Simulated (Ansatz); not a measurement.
# NaCdCl3 (model cell, started as cubic perovskite with Cd in the octahedra): a soft mode frozen in, part 3 of 3

Aim: this structure of NaCdCl3 (model cell, started as cubic perovskite with Cd in the octahedra) is to be tested for unstable modes, and one is followed downhill.

Ansatz 0.2.0; DFT r2SCAN, scalar-relativistic, plane waves, PAW; PAW set soft_1.

So far. Step 5 (Energy along the mode, all amplitudes (two of the runs …): The lowest of the steps tried is the last one, at 0.6 Å, 26.9 meV/atom below the parent; the bottom of the well need not coincide with a step. Step 7 (The new phase in its own primitive cell): The largest force component left is 0.47 meV/Å and the pressure is 0.005 GPa, within the tolerances set. The cell now holds 28.44 Å³/atom. The relaxed cell has a = 7.300, c = 9.245 Å (conventional setting).

The structure was built from a prototype and need not be the compound's stable phase.

## Step 8: Modes of the new phase

A relaxed structure may still be a saddle point, so its zone-centre modes are computed. The response to a homogeneous field gives the Born charges and the dielectric tensor.

The input, input.yaml:

```yaml
crystal:
  lattice:
    - [3.6500159529, 2.1073376929, 3.0817184366]
    - [-3.6500159529, 2.1073376929, 3.0817184366]
    - [0.0, -4.2146753859, 3.0817184366]
  atoms:
    - { symbol: Na, position: [0.8991651427, 0.8991651427, 0.8991651427] }
    - { symbol: Cd, position: [0.5051699682, 0.5051699682, 0.5051699682] }
    - { symbol: Cl, position: [0.5303163583, 0.01302052, 0.5303163583] }
    - { symbol: Cl, position: [0.01302052, 0.5303163583, 0.5303163583] }
    - { symbol: Cl, position: [0.5303163583, 0.5303163583, 0.01302052] }
kpoints:
  mp_grid: { grid: [6, 6, 6] }
hamiltonian:
  xc: r2scan
  pseudopotentials: { kind: paw, azcp: { folder: soft_1 } }
scf:
  occupations: { method: fixed }
output:
  eigenvalues: true
phonons:
  method: dfpt
  dielectric: true
  rigid_motions: translations
```

Command:

```
ansatz run input.yaml --threads 4 --pin off --max-ram 16384MiB --backend cpu --events-out ev --progress --plain --runs-dir out
```

Numbers of over 12 decimals in the logs are rounded to 6 here.

Log:

```text
[...]
Crystal: 5 atoms, lattice volume = 142.224 Å³
Basis set: ecut = 500 eV, 3623 PW (Γ), exchange–correlation on 400×400×400 points (1000 copies of the dense FFT grid, shifted against one another)
Bands: 30, of which v1, the nominal top of the filled ones, is band 25 counted from 1 (24 counted from 0)
Symmetry: 6 space group operations
k-points: 112 of 216 (irreducible under 1 space group operation, time reversal used)
[...]
SCF iter   1: F=—  HF=-13017.223175 eV  |F-HF|=—  |Δ(HF+E_count)|=         —  Δρ=6.66e-2  dr2=5.64e0  dr2_τ=1.49e-2  ethr=3.10e-3  ⟨swp⟩=5.0  Hψ=12376  notcnv=0  defer=314
[...]
SCF iter  11: F=-13015.094478 eV  HF=-13015.094478 eV  |F-HF|=6.91e-11  |Δ(HF+E_count)|=   1.68e-9  Δρ=1.35e-7  dr2=3.32e-11  dr2_τ=2.61e-12  ethr=1.00e-12  ⟨swp⟩=17.7  Hψ=27424  notcnv=0
SCF 1 converged in 11 iterations: F = -13015.094478 eV  dr2 = 3.32e-11
[...]
NSCF: frozen V_eff on 6 k-points
[...]
── the response to a field inside a basis, on 6×6×6 k-points: an SCF that follows is theirs, and a resumed run solves both again ──
Bands: 26, of which v1, the nominal top of the filled ones, is band 25 counted from 1 (24 counted from 0)
k-points: 28 of 216 (time reversal used)
[...]
Eigensolver: Dense (28 Hₖ)
SCF iter   1: F=—  HF=-13015.052474 eV  |F-HF|=—  |Δ(HF+E_count)|=         —  Δρ=2.76e-4  dr2=2.18e-5  dr2_τ=2.26e-5  ethr=1.00e-1
[...]
SCF iter   4: F=-13015.052507 eV  HF=-13015.052507 eV  |F-HF|=2.63e-9  |Δ(HF+E_count)|=   3.50e-8  Δρ=3.90e-6  dr2=3.21e-8  dr2_τ=1.64e-9  ethr=3.80e-10
SCF 1 converged in 4 iterations: F = -13015.052507 eV  dr2 = 3.21e-8
[...]
SCF converged after 11 iterations
Free energy (F): -13015.094478 eV
[...]
Internal energy: -13015.094478 eV  (E = F + TS)
E sigma→0 (E₀):  -13015.094478 eV
Fermi energy:    1.358083 eV
[...]
--- Band table (eV; the first three rows and the last of 112) ---
  k-point 0: bands = [... 21 lower, 0.5636, 0.6974, 0.7545, 0.7545, 3.9570, 6.5471, 10.1292, 10.1292, ... 1 higher]
  k-point 1: bands = [... 21 lower, 0.4984, 0.6438, 0.6609, 0.7416, 4.4711, 6.8013, 10.0023, 10.4119, ... 1 higher]
  k-point 2: bands = [... 21 lower, 0.3773, 0.5763, 0.5890, 0.7287, 5.6399, 7.4666, 9.4536, 11.0004, ... 1 higher]
  k-point 111: bands = [... 21 lower, 1.0923, 1.2352, 1.3581, 1.3581, 7.5592, 8.4664, 8.6335, 8.6335, ... 1 higher]
[...]
k mesh reduced under 1 symmetry operation, with k and −k counted as one. Each operation leaves every solved perturbation unchanged. A smaller set is not considered because the functional reads the kinetic-energy density
  ASR residual: 1.192e-4 → 0.000e0 eV/Å²; symmetrization residual: 2.054e-5 eV/Å²
  ASR residual per site (eV/Å²): 1.19e-4 1.85e-5 1.09e-4 1.09e-4 1.12e-4
[...]
ε∞ (high-frequency dielectric tensor):
        2.823462     0.000000     0.000000
        0.000000     2.823462     0.000000
        0.000000     0.000000     2.817900
  softest optical mode at Γ: -15.30 cm⁻¹; the repairs (sum rule, projections) moved no ω² at Γ by more than (2.26 cm⁻¹)²
  Born effective charges Z* (e; rows j = field, columns β = displacement):
    site 0:
         1.16726   -0.00000   -0.00000
         0.00000    1.16726    0.00000
        -0.00000    0.00000    1.11589
    site 1:
         2.60641    0.00000    0.00000
         0.00000    2.60641   -0.00000
        -0.00000   -0.00000    2.66219
    site 2:
        -1.49957    0.41861    0.55022
         0.41861   -1.01620   -0.31767
         0.52479   -0.30299   -1.25936
    site 3:
        -1.49957   -0.41861   -0.55022
        -0.41861   -1.01620   -0.31767
        -0.52479   -0.30299   -1.25936
    site 4:
        -0.77452    0.00000   -0.00000
         0.00000   -1.74126    0.63534
        -0.00000    0.60598   -1.25936
  Z* charge neutrality: 5.451e-3 e pre-enforcement
  solved inside a basis spanned on kpoints, on 6×6×6 k-points, its susceptibility summed on 10×10×10: ε∞ is read to err by 5.8e-3, Z* by 2.4e-2 e (field_mesh: kpoints solves on kpoints); Z* is corrected for what the basis lacks
  optical modes at Γ without the LO–TO term, one row a degenerate level:
      ω (cm⁻¹)  modes    IR ((D/Å)²/amu)
        -15.30      2             3.1337
         17.27      1             0.0000
         74.44      2             1.6199
         85.75      1             0.6717
        123.57      2             1.7521
        148.40      1             3.5519
        241.64      2             6.8961
        257.09      1             2.2939
  optical modes at Γ + LO–TO along q̂ = [1.0000, 0.0000, 0.0000]:
      ω (cm⁻¹)  modes    IR ((D/Å)²/amu)
        -15.30      1             1.5669
         17.27      1             0.0000
         49.61      1             0.1153
         74.44      1             0.8100
         85.75      1             0.6717
         95.16      1             0.3287
        123.57      1             0.8761
        144.78      1             0.9737
        148.40      1             3.5519
        241.64      1             3.4480
        257.09      1             2.2939
        286.50      1             5.2833
  optical modes at Γ + LO–TO along q̂ = [0.0000, 1.0000, 0.0000]:
      ω (cm⁻¹)  modes    IR ((D/Å)²/amu)
        -15.30      1             1.5669
         17.27      1             0.0000
[...]
148.40      1             3.5519
        241.64      1             3.4480
        257.09      1             2.2939
        286.50      1             5.2833
  optical modes at Γ + LO–TO along q̂ = [0.0000, 0.0000, 1.0000]:
      ω (cm⁻¹)  modes    IR ((D/Å)²/amu)
        -15.30      2             3.1337
         17.27      1             0.0000
         74.44      2             1.6199
         93.33      1             0.0917
        123.57      2             1.7521
        191.43      1             1.7622
        241.64      2             6.8961
        291.20      1             4.6636
```

Wall time 9.5 min (4 threads of Arm Neoverse V2, shared host); peak memory 11 GiB.

This step gave:

| Property | Result |
| --- | --- |
| sum-rule residual before enforcement | 1.19e-4 eV/Å² |
| miss of the charge sum rule | 0.005451 e |
| estimated error of the dielectric tensor | 0.005822 |
| estimated error of the Born charges | 0.02400 e |
| point group | 3m |
| highest optical mode at the zone centre (no LO-TO term) | 257.1 cm⁻¹ |
| lowest optical zone-centre mode | -15.3 cm⁻¹ |
| mean high-frequency dielectric constant | 2.822 |
| largest Born charge (third of the trace) | 2.625 e |
| top of the zone-centre spectrum with the field | 291.2 cm⁻¹ |

Without the LO-TO term. Patterns of degenerate modes are one choice out of their space. The modes at Γ (shares of kinetic energy by element, %) (negative means imaginary):

| mode | frequency (cm⁻¹) | symmetry | Na % | Cd % | Cl % |
| --- | --- | --- | --- | --- | --- |
| 1 | -15.3 | E | 45 | 0 | 55 |
| 2 | -15.3 | E | 45 | 0 | 55 |
| 3 | 0.0 | acoustic | 10 | 47 | 44 |
| 4 | 0.0 | acoustic | 10 | 46 | 44 |
| 5 | 0.0 | acoustic | 10 | 47 | 44 |
| 6 | 17.3 | A2 | 0 | 0 | 100 |
| 7 | 74.4 | E | 10 | 42 | 48 |
| 8 | 74.4 | E | 10 | 42 | 48 |
| 9 | 85.8 | A1 | 19 | 43 | 38 |
| 10 | 123.6 | E | 35 | 0 | 65 |
| 11 | 123.6 | E | 35 | 0 | 65 |
| 12 | 148.4 | A1 | 71 | 1 | 27 |
| 13 | 241.6 | E | 0 | 11 | 89 |
| 14 | 241.6 | E | 0 | 11 | 89 |
| 15 | 257.1 | A1 | 1 | 9 | 91 |

Displacements in mode 2 (-15.3 cm⁻¹), the largest set to 1:
```
Na1  0.21  1.00  0.00
Cd2  0.00  0.02  0.00
Cl3 -0.34 -0.50 -0.11
Cl4  0.32 -0.35 -0.24
Cl5 -0.13  0.15  0.35
```

Displacements in mode 14 (241.6 cm⁻¹), the largest set to 1:
```
Na1  0.00 -0.07  0.00
Cd2  0.00 -0.32  0.00
Cl3 -0.56  0.03  0.42
Cl4  0.56  0.03  0.42
Cl5  0.00  1.00 -0.84
```

Optical modes at the zone centre, without and with the macroscopic field of the longitudinal modes; each column is sorted by frequency, so a row need not hold one and the same mode. Modes with and without the field, by row:

| rank among optical modes | no field (cm⁻¹) | q along (1, 0, 0) (cm⁻¹) | q along (0, 0, 1) (cm⁻¹) |
| --- | --- | --- | --- |
| 1 | -15.3 | -15.3 | -15.3 |
| 2 | -15.3 | 17.3 | -15.3 |
| 3 | 17.3 | 49.6 | 17.3 |
| 4 | 74.4 | 74.4 | 74.4 |
| 5 | 74.4 | 85.8 | 74.4 |
| 6 | 85.8 | 95.2 | 93.3 |
| 7 | 123.6 | 123.6 | 123.6 |
| 8 | 123.6 | 144.8 | 123.6 |
| 9 | 148.4 | 148.4 | 191.4 |
| 10 | 241.6 | 241.6 | 241.6 |
| 11 | 241.6 | 257.1 | 241.6 |
| 12 | 257.1 | 286.5 | 291.2 |

Born charge (rows field, columns displacement) (e), principal values of the symmetric part by kind of site:

| atom | atoms with these values | low | middle | high | mean |
| --- | --- | --- | --- | --- | --- |
| Na1 | 1 | 1.12 | 1.17 | 1.17 | 1.15 |
| Cd2 | 1 | 2.61 | 2.61 | 2.66 | 2.62 |
| Cl3 | 3 | -2.17 | -0.83 | -0.77 | -1.26 |

In full for Cl3:

```
-1.50  0.42  0.55
 0.42 -1.02 -0.32
 0.52 -0.30 -1.26
```

High-frequency dielectric tensor:

```
2.82 0.00 0.00
0.00 2.82 0.00
0.00 0.00 2.82
```

Transverse modes; imaginary modes are left out. Infrared lines, with heights relative to the strongest:

| position (cm⁻¹) | label | relative intensity |
| --- | --- | --- |
| 17 | A2 | 0.0 |
| 74 | E | 23 |
| 86 | A1 | 10 |
| 124 | E | 25 |
| 148 | A1 | 52 |
| 242 | E | 100 |
| 257 | A1 | 33 |

Before it was imposed, the acoustic sum rule was missed by 1.2e-4 eV/Å² and the charge sum rule by 0.0055 e. Small misses are needed for a sound result but don't prove that mesh and cutoff are converged. The lowest optical mode is imaginary, 15.3i cm⁻¹, so the energy falls along it.

## Step 9: What came out

- unstable mode of the parent: q = (0, 0, 0), 93i cm⁻¹
- depth at the lowest point sampled: 26.9 meV/atom
- largest atomic shift at that point: 0.6 Å
- space group reached (within 0.01 Å): R3m
- energy gained over the parent (first relaxation, on the mesh of the frozen mode): 40.2 meV/atom
- volume per atom, phase reached: 28.4 Å³
- gap on the k-mesh, phase reached: 2.60 eV
- lowest optical zone-centre mode, phase reached: -15.3 cm⁻¹
- highest optical mode at the zone centre (no LO-TO term), phase reached: 257 cm⁻¹

**Reading.** Along this mode the structure falls into R3m, 40.2 meV/atom below the parent. At the parent's cell the well is 26.94 meV/atom deep on the steps tried, with its lowest point at a shift of 0.6 Å. That is the last step tried, so the steps alone don't bracket the bottom of the well. Relaxing atoms and cell changes the gain by +13.27 meV/atom against the lowest step (energies at zero smearing). The new phase still has an imaginary mode at the zone centre of its cell, so it is a saddle point on the way to a lower structure. Of the 6 patterns followed to their end from this parent, this one ends 85.7 meV/atom above the lowest, Imma. Another end point lies within 1 meV/atom; how such a difference moves with mesh and cutoff was not tested. Each path keeps the symmetry of its pattern, so a lower phase may lie along a pattern not tried. The starting cell was built on a prototype and not taken from a measurement, so the phase need not exist.

[Logs are printed without paths, hosts, clocks, repeated set-up lines and the standing remarks that a program may print on its own settings, such as how far it seeks lower states.]

[Hosts, paths, dates, database ids (printed as entryN), source tags and the programs' standing remarks are cut or masked in the printed files.]
